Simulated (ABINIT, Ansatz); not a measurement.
An input for ABINIT 10.8.3 (K2LiAlF6 (Fm-3m)):

```
acell 3*1.0 Angstrom
rprim 
  0.000000000000 3.921000000000 3.921000000000
  3.921000000000 0.000000000000 3.921000000000
  3.921000000000 3.921000000000 -0.000000000000
ntypat 4
znucl 19 3 13 9
natom 10
typat 1 1 2 3 4 4 4 4 4 4
xred 
  0.250000000000 0.250000000000 0.250000000000
  0.750000000000 0.750000000000 0.750000000000
  0.500000000000 0.500000000000 0.500000000000
  0.000000000000 -0.000000000000 0.000000000000
  0.768900000000 0.231100000000 0.231100000000
  0.231100000000 0.768900000000 0.231100000000
  0.231100000000 0.768900000000 0.768900000000
  0.768900000000 0.231100000000 0.768900000000
  0.231100000000 0.231100000000 0.768900000000
  0.768900000000 0.768900000000 0.231100000000
pp_dirpath "pseudos"
pseudos "K.upf, Li.upf, Al.upf, F.upf"
ecut 36
ngkpt 2 2 2
nshiftk 1
shiftk 0 0 0
kptopt 1
chksymbreak 0
istwfk *1
occopt 1
irdwfk 1
optdriver 3
nband 112
ecuteps 4.2
inclvkb 2
awtr 1
symchi 1
gwcalctyp 2
nfreqre 16
freqremax 40 eV
nfreqim 8
spmeth 1
nomegasf 120
indata_prefix "in"
outdata_prefix "out"
tmpdata_prefix "tmp"
```

```sh
OMP_NUM_THREADS=1 mpirun -n 4 abinit run.abi > log
```

Q: Estimate wall time and host memory on 4 MPI ranks of Arm Neoverse N1, shared host.

It took 64 s; on shared hardware allow 32 s to 2.1 min. Peak host memory was 2.1 GiB.

[Paths, hosts, dates, memory and timing lines, banners, echoed tables and standing remarks are left out of the program output.]

[Logs are printed without paths, hosts, clocks, repeated set-up lines and the standing remarks that a program may print on its own settings, such as how far it seeks lower states.]

[Runs of the session that timed out or met a known fault of the program may be left out.]

[Hosts, paths, dates, database ids (printed as entryN), source tags and the programs' standing remarks are cut or masked in the printed files.]

[G0W0 gaps are taken among the corrected bands and points alone; a level outside them can change the order at an edge.]

[Where Ansatz stands beside ABINIT at settings called matched, ABINIT's density can come from a denser mesh and the files from another edition; pairs whose starting gaps differed by over 0.03 eV were left out, so agreement reads better than it is.]
